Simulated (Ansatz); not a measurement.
**A hypothetical structure for LiGaSiSe4**

Starting from a made-up structure for LiGaSiSe4, the aim is the relaxed cell, its shortest contacts and, where a second run follows, its electronic structure.

Program: Ansatz 0.2.0. Level of theory: DFT, PBEsol, plane-wave PAW, files of the set soft_1, scalar-relativistic, no spin, cell and ions relaxed at zero pressure; PAW set soft_1, in the first sound run; inputs show where later runs differ. Results are calculated unless marked as measured.

## (1) Starting point

Symmetry: I-4, No. 82, tetragonal system. The conventional cell has a = 5.833 Å, b = 5.833 Å, c = 10.704 Å, α = 90.00°, β = 90.00°, γ = 90.00°. Se has 1 Ga at 2.38 Å and 1 Si at 2.56 Å and 1 Li at 2.59 Å nearest. Ga has 4 Se at 2.38 Å nearest. Si has 4 Se at 2.56 Å nearest. Li has 4 Se at 2.59 Å nearest. Farther neighbours and most contacts between anions are not listed.

## (2) Relaxation of the guess

The guessed cell has no reason to be at equilibrium. It is relaxed with the atoms, within the space group of the guess.

input.yaml

```yaml
crystal:
  lattice:
    - [-2.9165, 2.9165, 5.352]
    - [2.9165, -2.9165, 5.352]
    - [2.9165, 2.9165, -5.352]
  atoms:
    - { symbol: Se, position: [0.3556, 0.862, 0.0052] }
    - { symbol: Se, position: [0.8568, 0.3504, 0.9948] }
    - { symbol: Se, position: [0.138, 0.1432, 0.4936] }
    - { symbol: Se, position: [0.6496, 0.6444, 0.5064] }
    - { symbol: Ga, position: [0.5, 0.5, 0.0] }
    - { symbol: Si, position: [0.75, 0.25, 0.5] }
    - { symbol: Li, position: [0.25, 0.75, 0.5] }
kpoints:
  mp_grid: { grid: [7, 7, 7] }
scf:
  occupations: { method: fermi_dirac, width: 0.05 }
hamiltonian:
  xc: pbesol
  pseudopotentials: { kind: paw, azcp: { folder: soft_1 }, xc_functional: pbe }
relax:
  f_tol: 0.015
  max_steps: 70
  cell: {}
output:
  forces: true
  stress: true
```

Started as:

```console
$ ansatz run input.yaml --threads 4 --pin off --max-ram 10240MiB --backend cpu --events-out ev --progress --plain --runs-dir out
```

Numbers of over 12 decimals in the logs are rounded to 6 here.

Output:

```text
Engine: ansatz 0.2.0, aarch64-unknown-linux-gnu
Pseudopotentials: kind: paw
Pseudopotential: Se, paw, valence charge 16, recommended cutoff 420 eV (normal), soft_1/Se.paw.azcp
Pseudopotential: Ga, paw, valence charge 13, recommended cutoff 420 eV (normal), soft_1/Ga.paw.azcp
Pseudopotential: Si, paw, valence charge 4, recommended cutoff 420 eV (normal), soft_1/Si.paw.azcp
Pseudopotential: Li, paw, valence charge 3, recommended cutoff 420 eV (normal), soft_1/Li.paw.azcp
Functional definition: PBEsol
  exchange = pbesol_x
  correlation = pbesol_c
Crystal: 7 atoms, lattice volume = 182.096 Å³
Basis set: ecut = 420 eV, 3569 PW (Γ), exchange–correlation on 96×96×96 points (8 copies of the dense FFT grid, shifted against one another)
Bands: 51, of which v1, the nominal top of the filled ones, is band 42 counted from 1 (41 counted from 0)
Symmetry: 4 space group operations
Space group: I-4 (ITA 82), of the structure as read, at distance tolerance 5.7e-5 Å
k-points: 52 of 343 (time reversal used)
Non-local potential: Se, projectors of the file, l = 0: 2, l = 1: 2, l = 2: 3, l = 3: 1
Non-local potential: Ga, projectors of the file, l = 0: 2, l = 1: 2, l = 2: 3, l = 3: 1
Non-local potential: Si, projectors of the file, l = 0: 2, l = 1: 2, l = 2: 1
Non-local potential: Li, projectors of the file, l = 0: 3, l = 1: 2, l = 2: 1
PAW form: soft (Blöchl's): semilocal exchange-correlation on the pseudo side does not see the compensation charge
PAW frozen core: Se, regenerated for the run's functional, and the local potential with it (the file was generated under x = pbe(κ = 0.804, μ = 0.219515), c = pbe(β = 0.066725))
PAW frozen core: Ga, regenerated for the run's functional, and the local potential with it (the file was generated under x = pbe(κ = 0.804, μ = 0.219515), c = pbe(β = 0.066725))
PAW frozen core: Si, regenerated for the run's functional, and the local potential with it (the file was generated under x = pbe(κ = 0.804, μ = 0.219515), c = pbe(β = 0.066725))
PAW one-centre angular grid: Se, 590 points (default); XC on 64 Gauss nodes
PAW one-centre angular grid: Ga, 590 points (default); XC on 64 Gauss nodes
PAW one-centre angular grid: Si, 110 points (default); XC on 64 Gauss nodes
PAW one-centre angular grid: Li, 110 points (default); XC on 64 Gauss nodes
Initial density: superposition of atomic densities (chi_scale 0.1, normalization cell, long waves kept (reshape's long-wave potential 0.03 eV rms))
Initial wavefunctions: pseudopotential atomic-orbital guess
Functional: x = pbesol(κ = 0.804, μ = 0.123457), c = pbesol(β = 0.046)
SCF iter   1: F=—  HF=-26269.493256 eV  |F-HF|=—  |Δ(HF+E_count)|=         —  Δρ=4.48e-2  dr2=4.11e0  ethr=3.10e-3  ⟨swp⟩=7.0  Hψ=10411  notcnv=0  defer=13
preconditioner: auto → Resta (q_TF=auto, 2.398 Å⁻¹)  ε∞=3.1  [insulator: Δε(μ)=1.605 eV  Ē_g=12.353 eV  σ=0.050 eV  W_gap=1.00  n_scr=36 (ndim 8)  ℏωp=17.8 eV  f_vac=0.018  D(μ)=0.00/eV (n_scr^D=0)  ε∞_Penn≈3.1]
SCF iter   2: F=—  HF=-26268.405499 eV  |F-HF|=—  |Δ(HF+E_count)|=    1.09e0  Δρ=1.92e-2  dr2=6.37e-1  ethr=3.10e-3  ⟨swp⟩=3.0  Hψ=4684  notcnv=0  defer=179
SCF iter   3: F=—  HF=-26268.174806 eV  |F-HF|=—  |Δ(HF+E_count)|=   2.31e-1  Δρ=7.59e-3  dr2=9.56e-2  ethr=7.58e-4  ⟨swp⟩=2.2  Hψ=3874  notcnv=0  defer=179
SCF iter   4: F=—  HF=-26268.137701 eV  |F-HF|=—  |Δ(HF+E_count)|=   3.71e-2  Δρ=2.30e-3  dr2=1.08e-2  ethr=1.14e-4  ⟨swp⟩=2.3  Hψ=3885  notcnv=0  defer=179
SCF iter   5: F=—  HF=-26268.139757 eV  |F-HF|=—  |Δ(HF+E_count)|=   2.06e-3  Δρ=7.52e-4  dr2=1.48e-3  ethr=1.28e-5  ⟨swp⟩=2.0  Hψ=3427  notcnv=0  defer=179
SCF iter   6: F=—  HF=-26268.140389 eV  |F-HF|=—  |Δ(HF+E_count)|=   6.32e-4  Δρ=1.74e-4  dr2=1.05e-4  ethr=1.76e-6  ⟨swp⟩=2.0  Hψ=3653  notcnv=0  defer=179
SCF iter   7: F=—  HF=-26268.140440 eV  |F-HF|=—  |Δ(HF+E_count)|=   5.08e-5  Δρ=7.75e-5  dr2=1.23e-5  ethr=1.25e-7  ⟨swp⟩=2.0  Hψ=4705  notcnv=0  defer=179
SCF iter   8: F=—  HF=-26268.140487 eV  |F-HF|=—  |Δ(HF+E_count)|=   4.73e-5  Δρ=2.73e-5  dr2=1.83e-6  ethr=1.47e-8  ⟨swp⟩=2.0  Hψ=4816  notcnv=0  defer=179
SCF iter   9: F=-26268.140489 eV  HF=-26268.140489 eV  |F-HF|=1.31e-7  |Δ(HF+E_count)|=   1.83e-6  Δρ=5.83e-6  dr2=7.19e-8  ethr=1.19e-10  ⟨swp⟩=3.0  Hψ=11886  notcnv=0
SCF 1 converged in 9 iterations: F = -26268.140489 eV  dr2 = 7.19e-8
  greatest PAW one-centre occupation: 1.000 electrons in one spin orbital (limit 2), on the Se atom at site 3 (counted from 0), in its partial waves of l = 2
relax step   1: F+E_penalty+E_count = -26268.14048879 eV  Δ(F+E_penalty+E_count) = +0.000e0 eV  max|allowed force component| = 1.214e0 eV/Å  Δτ_max = 0.0000 Å  P = -4.683 GPa  Ω = 182.096 Å³  (9 SCF iters, dr2 threshold 1.00e-7 eV, accepted)
Crystal: 7 atoms, lattice volume = 167.949 Å³
Basis set: ecut = 420 eV, 3273 PW (Γ), exchange–correlation on 96×96×96 points (8 copies of the dense FFT grid, shifted against one another)
Initial density: handed on by an earlier stage of this run
Initial wavefunctions: those handed on with the density
iter 1 solved again at ethr=2.26e-4 eV; its pass at ethr=3.10e-3 eV (dr2=1.90e-1 eV) is discarded
SCF iter   1: F=—  HF=-26269.358185 eV  |F-HF|=—  |Δ(HF+E_count)|=         —  Δρ=1.23e-2  dr2=1.98e-1  ethr=2.26e-4  ⟨swp⟩=2.0  Hψ=12824  notcnv=0
preconditioner: auto → Resta (q_TF=auto, 2.431 Å⁻¹)  ε∞=3.3  [insulator: Δε(μ)=2.336 eV  Ē_g=12.118 eV  σ=0.050 eV  W_gap=1.00  n_scr=36 (ndim 8)  ℏωp=18.6 eV  f_vac=0.045  D(μ)=0.00/eV (n_scr^D=0)  ε∞_Penn≈3.3]
SCF iter   2: F=—  HF=-26269.320193 eV  |F-HF|=—  |Δ(HF+E_count)|=   3.80e-2  Δρ=5.97e-3  dr2=3.04e-2  ethr=2.26e-4  ⟨swp⟩=3.1  Hψ=3961  notcnv=0
SCF iter   3: F=—  HF=-26269.318081 eV  |F-HF|=—  |Δ(HF+E_count)|=   2.11e-3  Δρ=1.31e-3  dr2=1.86e-3  ethr=3.62e-5  ⟨swp⟩=2.1  Hψ=3652  notcnv=0
SCF iter   4: F=—  HF=-26269.318599 eV  |F-HF|=—  |Δ(HF+E_count)|=   5.18e-4  Δρ=3.01e-4  dr2=1.15e-4  ethr=2.21e-6  ⟨swp⟩=2.0  Hψ=3743  notcnv=0
SCF iter   5: F=—  HF=-26269.318654 eV  |F-HF|=—  |Δ(HF+E_count)|=   5.43e-5  Δρ=1.32e-4  dr2=2.87e-5  ethr=1.37e-7  ⟨swp⟩=2.0  Hψ=4836  notcnv=0
SCF iter   6: F=—  HF=-26269.318645 eV  |F-HF|=—  |Δ(HF+E_count)|=   8.50e-6  Δρ=5.22e-5  dr2=5.79e-6  ethr=3.42e-8  ⟨swp⟩=2.0  Hψ=3566  notcnv=0
SCF iter   7: F=—  HF=-26269.318647 eV  |F-HF|=—  |Δ(HF+E_count)|=   1.38e-6  Δρ=2.26e-5  dr2=9.25e-7  ethr=6.89e-9  ⟨swp⟩=2.0  Hψ=4836  notcnv=0
SCF iter   8: F=-26269.318647 eV  HF=-26269.318647 eV  |F-HF|=5.09e-8  |Δ(HF+E_count)|=   3.39e-7  Δρ=4.60e-6  dr2=4.21e-8  ethr=8.33e-10  ⟨swp⟩=4.4  Hψ=9434  notcnv=0
SCF 2 converged in 8 iterations: F = -26269.318647 eV  dr2 = 4.21e-8
[...]
iter 1 solved again at ethr=1.20e-5 eV; its pass at ethr=3.10e-3 eV (dr2=1.01e-2 eV) is discarded
SCF iter   1: F=—  HF=-26269.338867 eV  |F-HF|=—  |Δ(HF+E_count)|=         —  Δρ=2.90e-3  dr2=1.04e-2  ethr=1.20e-5  ⟨swp⟩=2.9  Hψ=14520  notcnv=0
preconditioner: auto → Resta (q_TF=auto, 2.444 Å⁻¹)  ε∞=3.4  [insulator: Δε(μ)=2.307 eV  Ē_g=12.203 eV  σ=0.050 eV  W_gap=1.00  n_scr=34 (ndim 8)  ℏωp=18.9 eV  f_vac=0.041  D(μ)=0.00/eV (n_scr^D=0)  ε∞_Penn≈3.4]
SCF iter   2: F=—  HF=-26269.336701 eV  |F-HF|=—  |Δ(HF+E_count)|=   2.17e-3  Δρ=1.49e-3  dr2=2.48e-3  ethr=1.20e-5  ⟨swp⟩=2.4  Hψ=3366  notcnv=0
SCF iter   3: F=—  HF=-26269.336346 eV  |F-HF|=—  |Δ(HF+E_count)|=   3.56e-4  Δρ=3.15e-4  dr2=1.72e-4  ethr=2.95e-6  ⟨swp⟩=2.0  Hψ=3744  notcnv=0
SCF iter   4: F=—  HF=-26269.336341 eV  |F-HF|=—  |Δ(HF+E_count)|=   4.81e-6  Δρ=1.83e-4  dr2=4.33e-5  ethr=2.05e-7  ⟨swp⟩=2.9  Hψ=4914  notcnv=0
SCF iter   5: F=—  HF=-26269.336334 eV  |F-HF|=—  |Δ(HF+E_count)|=   7.14e-6  Δρ=4.63e-5  dr2=4.37e-6  ethr=5.16e-8  ⟨swp⟩=2.0  Hψ=3654  notcnv=0
SCF iter   6: F=-26269.336336 eV  HF=-26269.336336 eV  |F-HF|=1.52e-7  |Δ(HF+E_count)|=   2.09e-6  Δρ=1.28e-5  dr2=2.86e-7  ethr=8.33e-10  ⟨swp⟩=5.0  Hψ=9937  notcnv=0
SCF 3 converged in 6 iterations: F = -26269.336336 eV  dr2 = 2.86e-7
  greatest PAW one-centre occupation: 1.000 electrons in one spin orbital (limit 2), on the Se atom at site 2 (counted from 0), in its partial waves of l = 2
relax step   3: F+E_penalty+E_count = -26269.33633614 eV  Δ(F+E_penalty+E_count) = -1.769e-2 eV  max|allowed force component| = 6.420e-2 eV/Å  Δτ_max = 0.0358 Å  P = +0.479 GPa  Ω = 162.658 Å³  energy of the carried Pulay correction = +1.557e-3 eV  (6 SCF iters, dr2 threshold 7.00e-7 eV, accepted)
[...]
relax step   4: F+E_penalty+E_count = -26269.33890857 eV  Δ(F+E_penalty+E_count) = -2.572e-3 eV  max|allowed force component| = 2.587e-2 eV/Å  Δτ_max = 0.0071 Å  P = -0.034 GPa  Ω = 163.857 Å³  energy of the carried Pulay correction = +1.455e-3 eV  (5 SCF iters, dr2 threshold 6.31e-7 eV, accepted)
[...]
relax step   5: F+E_penalty+E_count = -26269.33914679 eV  Δ(F+E_penalty+E_count) = -2.382e-4 eV  max|allowed force component| = 8.791e-4 eV/Å  Δτ_max = 0.0055 Å  P = -0.015 GPa  Ω = 164.232 Å³  energy of the carried Pulay correction = +1.424e-3 eV  (6 SCF iters, dr2 threshold 4.18e-8 eV, accepted)
[...]
relax step   6: F+E_penalty+E_count = -26269.33925024 eV  Δ(F+E_penalty+E_count) = -1.035e-4 eV  max|allowed force component| = 2.603e-3 eV/Å  Δτ_max = 0.0010 Å  P = +0.006 GPa  Ω = 164.200 Å³  energy of the carried Pulay correction = +1.427e-3 eV  (5 SCF iters, dr2 threshold 1.18e-8 eV, accepted)
[...]
relax step   7: F+E_penalty+E_count = -26269.33929343 eV  Δ(F+E_penalty+E_count) = -4.319e-5 eV  max|allowed force component| = 1.744e-3 eV/Å  Δτ_max = 0.0016 Å  P = +0.002 GPa  Ω = 164.276 Å³  energy of the carried Pulay correction = +1.420e-3 eV  (7 SCF iters, accepted)
Basis set: ecut = 420 eV, 3201 PW (Γ), exchange–correlation on 90×90×90 points (8 copies of the dense FFT grid, shifted against one another)
Initial wavefunctions: pseudopotential atomic-orbital guess (no wavefunctions were taken with the density)
iter 1 solved again at ethr=8.27e-7 eV; its pass at ethr=3.10e-3 eV (dr2=6.95e-4 eV) is discarded
SCF iter   1: F=—  HF=-26269.337725 eV  |F-HF|=—  |Δ(HF+E_count)|=         —  Δρ=7.88e-5  dr2=2.95e-6  ethr=8.27e-7  ⟨swp⟩=3.2  Hψ=16547  notcnv=0
SCF iter   2: F=—  HF=-26269.337758 eV  |F-HF|=—  |Δ(HF+E_count)|=   3.32e-5  Δρ=6.44e-5  dr2=2.74e-6  ethr=3.52e-9  ⟨swp⟩=2.0  Hψ=4833  notcnv=0
SCF iter   3: F=—  HF=-26269.337758 eV  |F-HF|=—  |Δ(HF+E_count)|=   1.63e-7  Δρ=9.16e-6  dr2=8.70e-8  ethr=3.26e-9  ⟨swp⟩=2.0  Hψ=3384  notcnv=0
SCF iter   4: F=—  HF=-26269.337758 eV  |F-HF|=—  |Δ(HF+E_count)|=   3.34e-7  Δρ=2.58e-6  dr2=8.12e-9  ethr=1.04e-10  ⟨swp⟩=3.0  Hψ=3910  notcnv=0
SCF iter   5: F=—  HF=-26269.337758 eV  |F-HF|=—  |Δ(HF+E_count)|=   5.56e-9  Δρ=1.00e-6  dr2=5.20e-10  ethr=9.67e-12  ⟨swp⟩=2.0  Hψ=3734  notcnv=0
SCF iter   6: F=—  HF=-26269.337758 eV  |F-HF|=—  |Δ(HF+E_count)|=   2.83e-9  Δρ=2.74e-7  dr2=4.51e-11  ethr=1.00e-12  ⟨swp⟩=5.0  Hψ=10610  notcnv=0
SCF iter   7: F=-26269.337758 eV  HF=-26269.337758 eV  |F-HF|=3.64e-12  |Δ(HF+E_count)|=  4.00e-11  Δρ=5.07e-8  dr2=1.68e-12  ethr=1.00e-12  ⟨swp⟩=4.0  Hψ=9409  notcnv=0
SCF 8 converged in 7 iterations: F = -26269.337758 eV  dr2 = 1.68e-12
relax step   8: F+E_penalty+E_count = -26269.33775758 eV  Δ(F+E_penalty+E_count) = +1.536e-3 eV  max|allowed force component| = 1.742e-3 eV/Å  Δτ_max = 0.0000 Å  P = +0.003 GPa  Ω = 164.276 Å³  stress off target by 3.20e-3 GPa  SCF on the basis re-selected at this cell (its energy is not comparable with the rows above)  (7 SCF iters)
basis re-selected at this cell: Δ(F+E_penalty+E_count) = +1.536e-3 eV, ΔP = +0.001 GPa vs the last step (what re-selecting the basis moved, of the pressure what is left beyond the Pulay correction that the steps carried, after the strain that the cell walked since its last selection, with what the two solves' SCF thresholds leave and, on support functions, any second-order correction that the steps lacked; it is no measure of the basis error at this ecutwfc). The dense FFT grid was sized anew with the basis: this SCF ran on 45×45×45 points, the steps before it on 48×48×48, so part of this shift can come from that change (see relax.cell in the input reference). [rest of the remark cut]
SCF converged after 7 iterations
Free energy (F): -26269.337758 eV
Harris-Foulkes:  -26269.337758 eV  (|F-HF|=3.64e-12)
Internal energy: -26269.337758 eV  (E = F + TS)
E sigma→0 (E₀):  -26269.337758 eV
Fermi energy:    6.500627 eV
--- Per-component energies (eV) ---
  E_band       = -1813.786111
  E_kinetic    = 613.476705
  E_local      = -13380.314691  (includes V_loc(G=0)·N_el)
  E_nonlocal   = -1500.468117
  E_hartree    = 7057.164384
  E_xc         = -465.784469
  E_vxc        = -476.568076  (∫ρ·V_xc dr)
  E_paw        = -10818.674964  (= ΣΔE_a)
  E_vpaw       = -1184.239331  (= ΣTr[D̂ρ^β])
  E_aug_tail   = -0.001445  (compensation charges beyond the density's cutoff)
  E_ewald      = -7779.663507
  E_core_change = 4.928347  (= ΣΔE_core)
  E_smearing   = -0.000000  (= −TS)
  E_closure    = -0.000000  (closes the sum)
  Σ components = -26269.337758   (vs F -26269.337758, Δ=0.00e0)
--- Forces (eV/Å), atoms counted from 1 ---
  atom   1  Se    -0.00006175    -0.00017663    -0.00174181
  atom   2  Se     0.00006175     0.00017663    -0.00174181
  atom   3  Se    -0.00017663     0.00006175     0.00174181
  atom   4  Se     0.00017663    -0.00006175     0.00174181
  atom   5  Ga     0.00000000     0.00000000    -0.00000000
  atom   6  Si    -0.00000000     0.00000000     0.00000000
  atom   7  Li    -0.00000000     0.00000000     0.00000000
  max |Σ_I F_I| component: 6.32e-17 eV/Å
--- Stress (GPa, compression-positive) ---
        0.003202      -0.000000      -0.000000
        0.000000       0.003202       0.000000
       -0.000000       0.000000       0.002866
  P = ⅓ Tr σ = 0.0031 GPa (0.031 kbar)
--- Relaxed structure (7 steps of the walk, 7 accepted, 1 SCFs on fresh bases) ---
  F+E_penalty+E_count = -26269.33775758 eV   max|allowed force component| = 1.742e-3 eV/Å   (the final SCF, on the basis selected at the relaxed cell)
  cell:  # Å, volume = 164.2760 Å³
    - [-2.847905, 2.847905, 5.063641]
    - [2.847905, -2.847905, 5.063641]
    - [2.847905, 2.847905, -5.063641]
  atoms:
    - { symbol: Se, position: [0.376280, 0.899304, 0.040181] }
    - { symbol: Se, position: [0.859123, 0.336099, 0.959819] }
    - { symbol: Se, position: [0.100696, 0.140877, 0.476976] }
    - { symbol: Se, position: [0.663901, 0.623720, 0.523024] }
    - { symbol: Ga, position: [0.500000, 0.500000, 2.708447542149909e-19] }
    - { symbol: Si, position: [0.75, 0.25, 0.500000] }
    - { symbol: Li, position: [0.25, 0.75, 0.500000] }
```

Run time: 87 s. Hardware: 4 threads of Arm Neoverse V1, shared host; peak memory 0.77 GiB.

Relaxation path:

| step | energy less that of the first step (eV) | largest force component (eV/Å) | pressure (GPa) | volume (Å³) |
| --- | --- | --- | --- | --- |
| 1 | 0.0000 | 1.2142 | -4.68 | 182.10 |
| 2 | -1.1782 | 0.1542 | -0.69 | 167.95 |
| 3 | -1.1958 | 0.0642 | 0.48 | 162.66 |
| 4 | -1.1984 | 0.0259 | -0.03 | 163.86 |
| 5 | -1.1987 | 0.0009 | -0.02 | 164.23 |
| 6 | -1.1988 | 0.0026 | 0.01 | 164.20 |
| 7 | -1.1988 | 0.0017 | 0.00 | 164.28 |
| 8* | -1.1973 | 0.0017 | 0.00 | 164.28 |

Relaxation steps marked * repeat the geometry before them on a plane-wave basis chosen anew for their cell, so energy and pressure can jump there.

The run keeps the 4 symmetry operations that it works with, so distortions that break them were not tested.

| conventional cell, symmetrised | before | after | change |
| --- | --- | --- | --- |
| a (Å) | 5.833 | 5.696 | -2.4 % |
| b (Å) | 5.833 | 5.696 | -2.4 % |
| c (Å) | 10.704 | 10.127 | -5.4 % |
| volume (Å³/atom) | 26.01 | 23.47 | -9.8 % |

The atoms that moved most (Å, as changes of fractional coordinates times the final cell):

| atom | dx | dy | dz | length |
| --- | --- | --- | --- | --- |
| Se2 | -0.147 | -0.052 | 0.116 | 0.195 |
| Se3 | 0.052 | -0.147 | -0.116 | 0.195 |
| Se1 | 0.147 | 0.052 | 0.116 | 0.195 |
| Se4 | -0.052 | 0.147 | -0.116 | 0.195 |

This step gave:

* free energy: -26269.3378 eV
* Fermi energy: 6.501 eV
* gap by band count: 2.303 eV
* electrons: 84
* symmetry operations: 4
* pressure: 0.003090 GPa

The shortest distance of each pair, which need not be the same contact before and after:

| pair | guess (Å) | relaxed (Å) |
| --- | --- | --- |
| Se–Si | 2.556 | 2.288 |
| Ga–Se | 2.378 | 2.426 |
| Li–Se | 2.591 | 2.557 |
| Se–Se | 3.669 | 3.622 |
| Ga–Si | 3.958 | 3.811 |

The relaxation ends with a largest force component of 0.0017 eV/Å and a pressure of 0.00 GPa.

(Continued in part 2 of 2.)

[Logs are printed without paths, hosts, clocks, repeated set-up lines and the standing remarks that a program may print on its own settings, such as how far it seeks lower states.]

[Hosts, paths, dates, database ids (printed as entryN), source tags and the programs' standing remarks are cut or masked in the printed files.]
